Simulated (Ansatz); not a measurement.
# Li(110)/SiO2(001) interface (160 atoms), the relaxed geometry

The starting structure: Bcc Li(110), 2 repeat layers, 20 surface cells, strained -0.86 and +1.53 %; rutile SiO2(001), 2 layers, 10 cells, +0.00 and +0.00 %; outer planes 2.29 Å apart, 12 Å of vacuum above; not relaxed, displaced by a Gaussian of 0.02 Å.

Geometry: the relaxed geometry. Computed with Ansatz 0.2.0: Kohn-Sham DFT, RPBE, PAW (set soft_2), plane waves; cutoff 420 eV, Γ point, gaussian smearing of 0.025 eV.

Cell vectors (Å):

```
15.068 0.000 0.000
-2.318 11.590 0.000
0.000 0.000 20.763
```

Positions (Å):

```
1 Li 0.241 9.596 5.262
2 Li 1.890 8.194 7.937
3 Li 3.261 8.949 5.510
4 Li 4.476 7.388 8.298
5 Li 6.125 8.173 5.351
6 Li 7.742 6.493 7.831
7 Li 9.092 8.113 5.856
8 Li 11.000 7.301 7.615
9 Li 12.172 9.010 5.134
10 Li -1.046 7.794 7.497
11 Li 12.868 6.112 5.158
12 Li -0.491 4.851 7.534
13 Li 0.941 6.729 5.381
14 Li 2.510 5.430 8.063
15 Li 3.922 6.033 5.536
16 Li 5.785 4.584 8.143
17 Li 6.876 5.265 5.158
18 Li 8.469 3.805 7.829
19 Li 9.806 5.172 5.392
20 Li 11.591 4.219 7.479
21 Li 1.389 3.756 5.966
22 Li 3.051 2.541 8.024
23 Li 4.420 3.152 5.407
24 Li 5.657 1.588 8.099
25 Li 7.280 2.377 5.550
26 Li 9.063 0.685 7.837
27 Li 10.214 2.255 5.219
28 Li 12.092 1.318 7.411
29 Li 13.248 3.144 5.133
30 Li 0.018 2.003 7.540
31 Li 14.086 0.318 5.163
32 Li -1.599 10.686 7.484
33 Li 2.052 0.909 5.312
34 Li 1.274 11.366 7.958
35 Li 5.069 0.193 5.391
36 Li 4.641 10.413 7.993
37 Li 5.745 11.122 5.115
38 Li 7.311 9.601 7.728
39 Li 8.779 10.985 5.120
40 Li 10.472 9.947 7.554
41 Si 12.040 8.871 9.752
42 Si 9.012 8.279 9.366
43 O 9.237 8.337 7.737
44 O 7.318 7.934 9.351
45 O 9.557 6.851 10.034
46 O 8.952 9.798 10.056
47 Si 12.118 8.914 15.909
48 Si 9.221 8.335 15.915
49 O 10.667 8.624 15.105
50 O 7.768 8.044 15.111
51 O 9.510 6.886 16.726
52 O 8.930 9.783 16.726
53 Si 13.482 3.128 9.902
54 Si 10.489 2.546 9.878
55 O 11.897 2.812 8.960
56 O 8.840 2.219 9.373
57 O 10.800 1.026 10.516
58 O 10.206 4.070 10.509
59 Si 13.277 3.119 15.909
60 Si 10.380 2.540 15.915
61 O 11.826 2.829 15.105
62 O 8.928 2.249 15.110
63 O 10.669 1.091 16.726
64 O 10.090 3.988 16.726
65 Si 8.710 11.364 9.277
66 Si 5.716 10.622 10.521
67 O 6.283 10.741 9.009
68 O 4.140 10.257 10.033
69 O 6.325 9.318 11.415
70 O 8.070 0.508 11.351
71 Si 8.642 11.232 15.915
72 Si 5.744 10.653 15.922
73 O 7.190 10.942 15.112
74 O 4.295 10.363 15.112
75 O 6.031 9.204 16.733
76 O 7.771 0.511 16.732
77 Si 6.472 7.770 10.760
78 Si 3.401 7.137 10.786
79 O 4.956 7.438 10.279
80 O 2.791 7.010 9.289
81 O 3.415 5.664 11.623
82 O 2.864 8.554 11.559
83 Si 6.323 7.755 15.924
84 Si 3.425 7.176 15.923
85 O 4.875 7.465 15.111
86 O 1.979 6.886 15.113
87 O 3.717 5.727 16.732
88 O 3.138 8.625 16.732
89 Si 9.918 5.305 9.256
90 Si 6.942 4.864 10.632
91 O 7.463 4.974 9.098
92 O 5.353 4.575 10.238
93 O 7.552 3.485 11.416
94 O 6.992 6.336 11.483
95 Si 9.801 5.437 15.915
96 Si 6.903 4.858 15.923
97 O 8.349 5.147 15.112
98 O 5.454 4.568 15.111
99 O 7.191 3.409 16.732
100 O 6.611 6.306 16.733
101 Si 7.738 2.000 10.641
102 Si 4.692 1.397 10.628
103 O 6.243 1.739 10.031
104 O 4.051 1.270 9.151
105 O 2.384 11.512 11.460
106 O 4.119 2.703 11.531
107 Si 7.482 1.960 15.923
108 Si 4.584 1.380 15.921
109 O 6.034 1.670 15.112
110 O 3.138 1.091 15.113
111 O 2.558 11.523 16.732
112 O 4.297 2.830 16.732
113 Si 2.686 10.019 10.744
114 Si -0.070 9.457 10.016
115 O 1.555 9.793 9.508
116 O -1.375 9.208 8.977
117 O 0.173 7.924 10.639
118 O -0.439 10.950 10.677
119 Si 2.846 10.073 15.923
120 Si -0.053 9.494 15.916
121 O 1.400 9.784 15.111
122 O -1.498 9.204 15.106
123 O 0.238 8.045 16.726
124 O -0.341 10.942 16.726
125 Si 0.465 6.701 9.380
126 Si 12.714 6.001 10.001
127 O -1.143 6.251 8.897
128 O 11.535 5.742 8.858
129 O 12.990 4.554 10.779
130 O 12.418 7.466 10.729
131 Si 0.527 6.596 15.916
132 Si 12.698 6.017 15.910
133 O -0.919 6.306 15.107
134 O 11.247 5.726 15.106
135 O 12.987 4.567 16.721
136 O 12.408 7.466 16.720
137 Si 3.878 4.230 10.844
138 Si 1.164 3.676 9.530
139 O 2.926 4.034 9.523
140 O 1.098 3.663 7.865
141 O 1.403 2.144 10.202
142 O 0.779 5.182 10.185
143 Si 4.005 4.278 15.923
144 Si 1.106 3.698 15.916
145 O 2.559 3.989 15.112
146 O -0.340 3.409 15.106
147 O 1.397 2.250 16.726
148 O 0.818 5.147 16.726
149 Si 1.664 0.605 9.421
150 Si 13.868 0.186 10.012
151 O 0.021 0.425 8.918
152 O 10.365 11.569 8.867
153 O 11.838 10.308 10.735
154 O 13.568 1.628 10.790
155 Si 1.686 0.801 15.915
156 Si 13.857 0.221 15.910
157 O 0.239 0.512 15.107
158 O 10.088 11.522 15.106
159 O 11.828 10.363 16.720
160 O 13.567 1.670 16.721
```

**Question.** What intrinsic-atomic-orbital charge does each atom carry?

Charges in e, in the order of the atoms, ten a line:

```
-0.028 +0.376 +0.054 +0.379 +0.126 +0.499 +0.138 +0.500 +0.117 +0.415
+0.114 +0.480 -0.003 +0.511 +0.098 +0.302 +0.053 +0.398 -0.004 +0.400
+0.125 +0.508 +0.094 +0.324 +0.052 +0.402 -0.002 +0.418 +0.141 +0.482
+0.078 +0.420 -0.030 +0.379 +0.077 +0.287 +0.056 +0.476 -0.041 +0.486
+0.822 +1.503 -1.204 -0.955 -0.862 -0.861 +1.739 +1.738 -0.866 -0.869
-0.870 -0.870 +0.936 +1.600 -0.956 -0.935 -0.857 -0.857 +1.738 +1.737
-0.866 -0.869 -0.870 -0.870 +0.734 +1.696 -1.149 -0.940 -0.857 -0.855
+1.738 +1.736 -0.867 -0.871 -0.869 -0.869 +1.736 +1.708 -0.948 -1.123
-0.857 -0.854 +1.735 +1.736 -0.871 -0.867 -0.868 -0.868 +0.726 +1.699
-1.143 -0.942 -0.855 -0.857 +1.738 +1.736 -0.867 -0.871 -0.869 -0.869
+1.723 +1.700 -0.946 -1.150 -0.855 -0.857 +1.736 +1.737 -0.870 -0.866
-0.869 -0.869 +1.725 +1.616 -0.933 -0.962 -0.859 -0.860 +1.736 +1.738
-0.868 -0.866 -0.870 -0.870 +0.720 +1.681 -0.994 -0.985 -0.846 -0.847
+1.738 +1.738 -0.866 -0.866 -0.871 -0.871 +1.734 +1.415 -0.974 -1.222
-0.864 -0.866 +1.735 +1.738 -0.869 -0.867 -0.870 -0.870 +0.734 +1.681
-0.985 -0.981 -0.847 -0.846 +1.738 +1.738 -0.866 -0.866 -0.871 -0.871
```

Forces are small here, 0.0081 eV/Å r.m.s.

[Logs are printed without paths, hosts, clocks, repeated set-up lines and the standing remarks that a program may print on its own settings, such as how far it seeks lower states.]

[Hosts, paths, dates, database ids (printed as entryN), source tags and the programs' standing remarks are cut or masked in the printed files.]
